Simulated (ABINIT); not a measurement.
# BiOBr (P4/nmm): one start, several treatments of the self-energy

Aim: compare treatments of exchange, screening and correlation for the gap of BiOBr (P4/nmm).

Method: PBEsol and many-body steps on it, plane waves, in ABINIT 10.8.3.

The database entry behind the starting cell differs from later determinations by our own check (0.1 to 0.3 % short, probably kX units), so it need not match the best structure at ambient conditions.

## Step 1: Starting point

It takes space group P4/nmm (No. 129, tetragonal). Conventional cell: a = 3.916 Å, b = 3.916 Å, c = 8.077 Å, α = 90.00°, β = 90.00°, γ = 90.00°. Bi has 4 O at 2.32 Å and 4 Br at 3.18 Å nearest. Br has 4 Bi at 3.18 Å nearest. Nearest to O lie 4 Bi at 2.32 Å. Farther neighbours and most contacts between anions are not listed.

The cell and positions come from the Crystallography Open Database and are kept as given unless a step says otherwise. Spin-orbit coupling is left out unless a step names it.

## Step 2: Empty states on the mesh, 4×4×2 mesh, 133 bands

This step: ABINIT 10.8.3; DFT, PBEsol, plane waves, norm-conserving pseudopotentials.

The sums over transitions need many empty states on a uniform mesh; this step solves for them.

File run.abi:

```
acell 3*1.0 Angstrom
rprim 
  3.916000000000 0.000000000000 0.000000000000
  0.000000000000 3.916000000000 0.000000000000
  0.000000000000 0.000000000000 8.077000000000
ntypat 3
znucl 83 35 8
natom 6
typat 1 1 2 2 3 3
xred 
  0.000000000000 0.500000000000 0.154000000000
  0.500000000000 0.000000000000 0.846000000000
  0.000000000000 0.500000000000 0.653000000000
  0.500000000000 0.000000000000 0.347000000000
  0.000000000000 0.000000000000 0.000000000000
  0.500000000000 0.500000000000 0.000000000000
pp_dirpath "pseudos"
pseudos "Bi.upf, Br.upf, O.upf"
ecut 36
ngkpt 4 4 2
nshiftk 1
shiftk 0 0 0
kptopt 1
chksymbreak 0
iscf -2
irdden 1
istwfk *1
nband 133
nbdbuf 12
tolwfr 1e-09
nstep 60
prtvol 0
indata_prefix "in"
outdata_prefix "out"
tmpdata_prefix "tmp"
```

On the command line:

```bash
$ OMP_NUM_THREADS=1 mpirun -n 8 abinit run.abi > log
```

Numbers of over 12 decimals in the logs are rounded to 6 here.

The log of the run:

```text
.Version 10.8.3 of ABINIT. v10.8.2 released Aug 2026.

 Symmetries : space group P4/n m m (#129); Bravais tP (primitive tetrag.)
[... echo of the input left out ...]
== DATASET  1 ==================================================================
-   mpi_nproc: 8, omp_nthreads: 1 (-1 if OMP is not activated)
-    --> not optimal distribution: autoparal keyword recommended in input file <--

--- !DatasetInfo
iteration_state: {dtset: 1, }
dimensions: {natom: 6, nkpt: 12, mband: 133, nsppol: 1, nspinor: 1, nspden: 1, mpw: 8680, }
cutoff_energies: {ecut:  36.0, pawecutdg:  -1.0, }
[...]
1.61055    1.62901    1.64579    1.67613    1.67613    1.68716    1.68984    1.68984
   1.69640    1.71086    1.71091    1.71091    1.71229    1.72660    1.75735    1.76125
   1.76126    1.80037    1.80378    1.81703    1.81948
 prteigrs : prtvol=0 or 1, do not print more k-points.

== END DATASET(S) ==============================================================
================================================================================

 -outvars: echo values of variables after computation  --------
            nband         133
             nkpt          12
          spgroup         129
 [... the other variables as echoed above ...]

 Calculation completed.
```

The job ended after 89 s (8 MPI ranks of Arm Neoverse V2, shared host; peak memory 0.86 GiB; 12 min of CPU time).

This step gave:

```yaml
gap: 2.191 eV
k_of_the_valence_top: 0.5, 0, 0.5
k_of_the_conduction_bottom: 0, 0, 0.5
least_direct_gap: 2.268 eV
k_points_computed: 12
lowest_point_of_the_top_converged_band_above_the_valence_top: 42.57 eV
```

On this mesh the gap is 2.191 eV.

The density comes from a self-consistent run that is not shown.

## Step 3: Screening, 4×4×2 mesh, 121 bands, screening to 122.5 eV

The RPA dielectric matrix is built and inverted for each q.

This step: RPA screening on PBEsol, plane waves, norm-conserving pseudopotentials.

run.abi, as its differences from that of step 2:

```diff
@@ -24,10 +24,11 @@
 chksymbreak 0
-iscf -2
-irdden 1
 istwfk *1
-nband 133
-nbdbuf 12
-tolwfr 1e-09
-nstep 60
-prtvol 0
+occopt 1
+irdwfk 1
+optdriver 3
+nband 121
+ecuteps 4.5
+inclvkb 2
+awtr 1
+symchi 1
 indata_prefix "in"
```

The log of the run:

```text
.Version 10.8.3 of ABINIT. v10.8.2 released Aug 2026.

 Symmetries : space group P4/n m m (#129); Bravais tP (primitive tetrag.)
[... echo of the input left out ...]
== DATASET  1 ==================================================================
-   mpi_nproc: 8, omp_nthreads: 1 (-1 if OMP is not activated)

--- !DatasetInfo
iteration_state: {dtset: 1, }
dimensions: {natom: 6, nkpt: 12, mband: 121, nsppol: 1, nspinor: 1, nspden: 1, mpw: 8680, }
cutoff_energies: {ecut:  36.0, pawecutdg:  -1.0, }
electrons: {nelect:   5.60000000E+01, charge:   0.00000000E+00, occopt:   1.00000000E+00, tsmear:   1.00000000E-02, }

 SCREENING: Calculation of the susceptibility and dielectric matrices

 Based on a program developped by R.W. Godby, V. Olevano, G. Onida, and L. Reining.
 Incorporated in ABINIT by V. Olevano, G.-M. Rignanese, and M. Torrent.
.Using double precision arithmetic ; gwpc =  8

[... cell and pseudopotentials left out ...]
--------------------------------------------------------------------------------

 ==== K-mesh for the wavefunctions ====
 Number of points in the irreducible wedge :    12
[... list of points left out ...]
 Together with 16 symmetry operations and time-reversal symmetry
 yields    32 points in the full Brillouin Zone.

 ==== Q-mesh for the screening function ====
 Number of points in the irreducible wedge :    12
[... list of points left out ...]
 Together with 16 symmetry operations and time-reversal symmetry
 yields    32 points in the full Brillouin Zone.

 setmesh: FFT mesh size selected  =    30x   30x   60
          total number of points  =        54000

 vcoul_init : cutoff-mode = AUXILIARY_FUNCTION
 q-points for optical limit:   1
     1)      0.000010    0.000020    0.000030

- screening: taking advantage of time-reversal symmetry
- Maximum band index for partially occupied states nbvw = 28
- Remaining bands to be divided among processors   nbcw = 93
- Number of bands treated by each node ~11

 Number of electrons calculated from density =   56.0000; Expected =   56.0000
 average of density, n =  0.066997
 r_s =    1.5274
 omega_plasma =   24.9680 [eV]

 calculating chi0 at frequencies [eV] :
  1    0.000000E+00    0.000000E+00
  2    0.000000E+00    2.496799E+01

--------------------------------------------------------------------------------
  q-point number  1        q = ( 0.000000, 0.000000, 0.000000) [r.l.u.]
--------------------------------------------------------------------------------
[... chi0 elements left out ...]
 For q-point:  0.000010 0.000020 0.000030
  dielectric constant =   6.8112
  dielectric constant without local fields =   7.8530

  Average fulfillment of the sum rule on Im[epsilon] for q-point    1 :     68.25  [%]
[... wings left out ...]
  q-point number  2        q = ( 0.250000, 0.000000, 0.000000) [r.l.u.]
--------------------------------------------------------------------------------
[... chi0 elements left out ...]
  Average fulfillment of the sum rule on Im[epsilon] for q-point    2 :     79.38  [%]

 [... 10 further q-points ...]
```

Wall time 2.1 min (8 MPI ranks); peak memory 4.6 GiB; 17 min of CPU time.

Numbers from this step:

```yaml
eps_infinity_with_local_fields_on_this_mesh_along_the_program_s_q_direction: 6.811
the_same_without_local_fields: 7.853
plasma_frequency: 24.97 eV
plane_waves_in_the_screening_matrix: 379
```

Local fields lower ε∞ by 13 %. On a Γ-centred mesh this coarse the value itself is usually too large, while a short band sum pulls it down.

## Step 4: G0W0, Godby-Needs plasmon pole

The self-energy is evaluated for the states that the input lists, and the levels follow from it, in one-shot runs by the linearised quasiparticle equation.

This step: G0W0 on PBEsol, plane waves, norm-conserving pseudopotentials.

run.abi, as its differences from that of step 3:

```diff
@@ -27,8 +27,19 @@
 irdwfk 1
-optdriver 3
+optdriver 4
 nband 121
+gwcalctyp 0
+ecutsigx 36
+symsigma 1
+nkptgw 3
+kptgw 
+  0.5000000000 0.0000000000 0.5000000000
+  0.0000000000 0.0000000000 0.5000000000
+  0.0000000000 0.0000000000 0.0000000000
+bdgw 
+  27 30
+  26 30
+  26 30
 ecuteps 4.5
-inclvkb 2
-awtr 1
-symchi 1
+irdscr 1
+ppmodel 1
 indata_prefix "in"
```

The log of the run:

```text
.Version 10.8.3 of ABINIT. v10.8.2 released Aug 2026.

 Symmetries : space group P4/n m m (#129); Bravais tP (primitive tetrag.)
[... echo of the input left out ...]
== DATASET  1 ==================================================================
-   mpi_nproc: 8, omp_nthreads: 1 (-1 if OMP is not activated)

--- !DatasetInfo
iteration_state: {dtset: 1, }
dimensions: {natom: 6, nkpt: 12, mband: 121, nsppol: 1, nspinor: 1, nspden: 1, mpw: 8680, }
cutoff_energies: {ecut:  36.0, pawecutdg:  -1.0, }
electrons: {nelect:   5.60000000E+01, charge:   0.00000000E+00, occopt:   1.00000000E+00, tsmear:   1.00000000E-02, }

 SIGMA: Calculation of the GW corrections

 Based on a program developped by R.W. Godby, V. Olevano, G. Onida, and L. Reining.
 Incorporated in ABINIT by V. Olevano, G.-M. Rignanese, and M. Torrent.
.Using double precision arithmetic ; gwpc =  8

[... cell and pseudopotentials left out ...]
--------------------------------------------------------------------------------

 ==== K-mesh for the wavefunctions ====
 Number of points in the irreducible wedge :    12
[... list of points left out ...]
 Together with 16 symmetry operations and time-reversal symmetry
 yields    32 points in the full Brillouin Zone.

 ==== Q-mesh for screening function ====
 Number of points in the irreducible wedge :    12
[... list of points left out ...]
 Together with 16 symmetry operations and time-reversal symmetry
 yields    32 points in the full Brillouin Zone.

 vcoul_init : cutoff-mode = AUXILIARY_FUNCTION
 q-points for optical limit:   1
     1)      0.000010    0.000020    0.000030
 setmesh: FFT mesh size selected  =    40x   40x   90
          total number of points  =       144000

 Number of electrons calculated from density =   56.0000; Expected =   56.0000
 average of density, n =  0.066997
 r_s =    1.5274
 omega_plasma =   24.9680 [eV]

 === KS Band Gaps ===
  >>>> For spin  1
   Minimum direct gap =   2.2674 [eV], located at k-point      :   0.0000  0.0000  0.5000
   Fundamental gap    =   2.1906 [eV], Top of valence bands at :   0.5000  0.0000  0.5000
                                       Bottom of conduction at :   0.0000  0.0000  0.5000
 SIGMA fundamental parameters:
 PLASMON POLE MODEL  1
 number of plane-waves for SigmaX                 8529
 number of plane-waves for SigmaC and W            379
 number of plane-waves for wavefunctions          8529
 number of bands                                   121
 number of independent spin polarizations            1
 number of spinorial components                      1
 number of k-points in IBZ                          12
 number of q-points in IBZ                          12
 number of symmetry operations                      16
 number of k-points in BZ                           32
 number of q-points in BZ                           32
 number of frequencies for dSigma/dE                 9
 frequency step for dSigma/dE [eV]                0.25
 number of omega for Sigma on real axis              0
 max omega for Sigma on real axis  [eV]           0.00
 zcut for avoiding poles [eV]                     0.10

 EPSILON^-1 parameters (SCR file):
 dimension of the eps^-1 matrix on file            379
 dimension of the eps^-1 matrix used               379
 number of plane-waves for wavefunctions          8529
 number of bands                                   121
 number of q-points in IBZ                          12
 number of frequencies                               2
 number of real frequencies                          1
 number of imag frequencies                          1

 matrix elements of self-energy operator (all in [eV])

 Perturbative Calculation

--- !SelfEnergy_ee
iteration_state: {dtset: 1, }
kpoint     : [   0.500,    0.000,    0.500, ]
spin       : 1
KS_gap     :    4.198
QP_gap     :    5.137
Delta_QP_KS:    0.939
data: !SigmaeeData |
     Band     E0 <VxcDFT>   SigX SigC(E0)      Z dSigC/dE  Sig(E)    E-E0       E
       27   3.563 -15.165 -18.376   2.904   0.791  -0.264 -15.408  -0.243   3.320
       28   3.563 -15.165 -18.376   2.904   0.791  -0.264 -15.408  -0.243   3.320
       29   7.761 -12.724  -9.106  -2.764   0.816  -0.226 -12.027   0.696   8.457
       30   7.761 -12.724  -9.106  -2.764   0.816  -0.226 -12.027   0.696   8.457

--- !SelfEnergy_ee
iteration_state: {dtset: 1, }
kpoint     : [   0.000,    0.000,    0.500, ]
spin       : 1
KS_gap     :    2.267
QP_gap     :    3.091
Delta_QP_KS:    0.823
data: !SigmaeeData |
     Band     E0 <VxcDFT>   SigX SigC(E0)      Z dSigC/dE  Sig(E)    E-E0       E
       26   3.178 -13.435 -16.879   2.914   0.795  -0.258 -13.856  -0.421   2.756
       27   3.178 -13.435 -16.879   2.914   0.795  -0.258 -13.856  -0.421   2.756
[...]
--- !SelfEnergy_ee
iteration_state: {dtset: 1, }
kpoint     : [   0.000,    0.000,    0.000, ]
spin       : 1
KS_gap     :    3.000
QP_gap     :    3.871
Delta_QP_KS:    0.871
data: !SigmaeeData |
     Band     E0 <VxcDFT>   SigX SigC(E0)      Z dSigC/dE  Sig(E)    E-E0       E
[...]
28   2.945 -12.783 -15.817   2.442   0.805  -0.243 -13.260  -0.477   2.469
       29   5.945 -12.119  -8.948  -2.693   0.826  -0.211 -11.724   0.394   6.340
       30   6.881 -12.123  -8.963  -2.591   0.821  -0.219 -11.656   0.467   7.348

== END DATASET(S) ==============================================================
================================================================================

 -outvars: echo values of variables after computation  --------
           etotal      0.0000000000E+00
            nband         121
             nkpt          12
          spgroup         129
 [... the other variables as echoed above ...]

 Calculation completed.
```

The job ended after 25 s (8 MPI ranks; peak memory 3.1 GiB; 3.3 min of CPU time).

This step gave:

* G0W0 gap on the points computed: 2.779 eV
* starting gap on the mesh: 2.191 eV
* k of the valence top: 0.5, 0, 0.5
* k of the conduction bottom: 0, 0, 0.5
* Z at the valence top: 0.791
* Z at the conduction bottom: 0.825
* least direct G0W0 gap on the computed points: 3.090 eV

The gap on the mesh goes from 2.19 eV to 2.78 eV, a correction of +0.59 eV.

## Step 5: G0W0, Hybertsen-Louie plasmon pole

run.abi, as its differences from that of step 4:

```diff
@@ -43,3 +43,3 @@
 irdscr 1
-ppmodel 1
+ppmodel 2
 indata_prefix "in"
```

The log of the run:

```text
.Version 10.8.3 of ABINIT. v10.8.2 released Aug 2026.

 Symmetries : space group P4/n m m (#129); Bravais tP (primitive tetrag.)
[... echo of the input left out ...]
== DATASET  1 ==================================================================
-   mpi_nproc: 8, omp_nthreads: 1 (-1 if OMP is not activated)

--- !DatasetInfo
iteration_state: {dtset: 1, }
dimensions: {natom: 6, nkpt: 12, mband: 121, nsppol: 1, nspinor: 1, nspden: 1, mpw: 8680, }
cutoff_energies: {ecut:  36.0, pawecutdg:  -1.0, }
electrons: {nelect:   5.60000000E+01, charge:   0.00000000E+00, occopt:   1.00000000E+00, tsmear:   1.00000000E-02, }

 SIGMA: Calculation of the GW corrections

 Based on a program developped by R.W. Godby, V. Olevano, G. Onida, and L. Reining.
 Incorporated in ABINIT by V. Olevano, G.-M. Rignanese, and M. Torrent.
.Using double precision arithmetic ; gwpc =  8

[... cell and pseudopotentials left out ...]
--------------------------------------------------------------------------------

 ==== K-mesh for the wavefunctions ====
 Number of points in the irreducible wedge :    12
[... list of points left out ...]
 Together with 16 symmetry operations and time-reversal symmetry
 yields    32 points in the full Brillouin Zone.

 ==== Q-mesh for screening function ====
 Number of points in the irreducible wedge :    12
[... list of points left out ...]
 Together with 16 symmetry operations and time-reversal symmetry
 yields    32 points in the full Brillouin Zone.

 vcoul_init : cutoff-mode = AUXILIARY_FUNCTION
 q-points for optical limit:   1
     1)      0.000010    0.000020    0.000030
 setmesh: FFT mesh size selected  =    40x   40x   90
          total number of points  =       144000

 Number of electrons calculated from density =   56.0000; Expected =   56.0000
[...]
number of plane-waves for wavefunctions          8529
 number of bands                                   121
 number of q-points in IBZ                          12
 number of frequencies                               2
 number of real frequencies                          1
 number of imag frequencies                          1

 matrix elements of self-energy operator (all in [eV])

 Perturbative Calculation

--- !SelfEnergy_ee
iteration_state: {dtset: 1, }
kpoint     : [   0.500,    0.000,    0.500, ]
spin       : 1
KS_gap     :    4.198
QP_gap     :    5.259
Delta_QP_KS:    1.061
data: !SigmaeeData |
     Band     E0 <VxcDFT>   SigX SigC(E0)      Z dSigC/dE  Sig(E)    E-E0       E
       27   3.563 -15.165 -18.376   2.667   0.840  -0.190 -15.622  -0.457   3.106
       28   3.563 -15.165 -18.376   2.667   0.840  -0.190 -15.622  -0.457   3.106
       29   7.761 -12.724  -9.106  -2.912   0.856  -0.169 -12.119   0.604   8.365
[...]
--- !SelfEnergy_ee
iteration_state: {dtset: 1, }
kpoint     : [   0.000,    0.000,    0.500, ]
spin       : 1
KS_gap     :    2.267
QP_gap     :    3.155
Delta_QP_KS:    0.888
data: !SigmaeeData |
     Band     E0 <VxcDFT>   SigX SigC(E0)      Z dSigC/dE  Sig(E)    E-E0       E
[...]
--- !SelfEnergy_ee
iteration_state: {dtset: 1, }
kpoint     : [   0.000,    0.000,    0.000, ]
spin       : 1
KS_gap     :    3.000
QP_gap     :    3.959
Delta_QP_KS:    0.958
data: !SigmaeeData |
     Band     E0 <VxcDFT>   SigX SigC(E0)      Z dSigC/dE  Sig(E)    E-E0       E
[...]
29   5.945 -12.119  -8.948  -2.857   0.861  -0.161 -11.849   0.270   6.215
       30   6.881 -12.123  -8.963  -2.704   0.859  -0.164 -11.731   0.391   7.273

== END DATASET(S) ==============================================================
================================================================================

 -outvars: echo values of variables after computation  --------
           etotal      0.0000000000E+00
            nband         121
             nkpt          12
          spgroup         129
 [... the other variables as echoed above ...]

 Calculation completed.
```

Run time: 24 s. Hardware: 8 MPI ranks; peak memory 2.9 GiB; 3.2 min of CPU time.

This step gave:

| Quantity | Value |
| --- | --- |
| G0W0 gap on the points computed | 2.845 eV |
| starting gap on the mesh | 2.191 eV |
| k of the valence top | 0.5, 0, 0.5 |
| k of the conduction bottom | 0, 0, 0.5 |
| Z at the valence top | 0.84 |
| Z at the conduction bottom | 0.862 |
| least direct G0W0 gap on the computed points | 3.155 eV |

Against G0W0 in ABINIT (4×4×2 mesh, 121 bands, screening to 122.5 eV, Godby-Needs plasmon pole), the gap moves by +0.066 eV.

## Step 6: G0W0, von der Linden-Horsch plasmon pole

run.abi, as its differences from that of step 5:

```diff
@@ -43,3 +43,3 @@
 irdscr 1
-ppmodel 2
+ppmodel 3
 indata_prefix "in"
```

The log of the run:

```text
.Version 10.8.3 of ABINIT. v10.8.2 released Aug 2026.

 Symmetries : space group P4/n m m (#129); Bravais tP (primitive tetrag.)
[... echo of the input left out ...]
== DATASET  1 ==================================================================
-   mpi_nproc: 8, omp_nthreads: 1 (-1 if OMP is not activated)

--- !DatasetInfo
iteration_state: {dtset: 1, }
dimensions: {natom: 6, nkpt: 12, mband: 121, nsppol: 1, nspinor: 1, nspden: 1, mpw: 8680, }
cutoff_energies: {ecut:  36.0, pawecutdg:  -1.0, }
[...]
Band     E0 <VxcDFT>   SigX SigC(E0)      Z dSigC/dE  Sig(E)    E-E0       E
[...]
29   5.945 -12.119  -8.948  -2.903   0.873  -0.146 -11.885   0.234   6.179
       30   6.881 -12.123  -8.963  -2.768   0.871  -0.148 -11.782   0.341   7.223

== END DATASET(S) ==============================================================
================================================================================

 -outvars: echo values of variables after computation  --------
           etotal      0.0000000000E+00
            nband         121
             nkpt          12
          spgroup         129
 [... the other variables as echoed above ...]

 Calculation completed.
```

Elapsed: 16 s, on 8 MPI ranks; peak memory 2.7 GiB; 2.1 min of CPU time.

This step gave:

```
G0W0 gap on the points computed              : 2.772 eV
starting gap on the mesh                     : 2.191 eV
k of the valence top                         : 0.5, 0, 0.5
k of the conduction bottom                   : 0, 0, 0.5
least direct G0W0 gap on the computed points : 3.154 eV
```

Against G0W0 in ABINIT (4×4×2 mesh, 121 bands, screening to 122.5 eV, Godby-Needs plasmon pole), the gap moves by −0.007 eV.

[end of part 1 of 2]

[Paths, hosts, dates, memory and timing lines, banners, echoed tables and standing remarks are left out of the program output.]

[Logs are printed without paths, hosts, clocks, repeated set-up lines and the standing remarks that a program may print on its own settings, such as how far it seeks lower states.]

[Runs of the session that timed out or met a known fault of the program may be left out.]

[No measured gap is set beside runs whose start may be inverted or whose files or cutoffs have a known fault.]

[Hosts, paths, dates, database ids (printed as entryN), source tags and the programs' standing remarks are cut or masked in the printed files.]

[G0W0 gaps are taken among the corrected bands and points alone; a level outside them can change the order at an edge.]

[Where Ansatz stands beside ABINIT at settings called matched, ABINIT's density can come from a denser mesh and the files from another edition; pairs whose starting gaps differed by over 0.03 eV were left out, so agreement reads better than it is.]
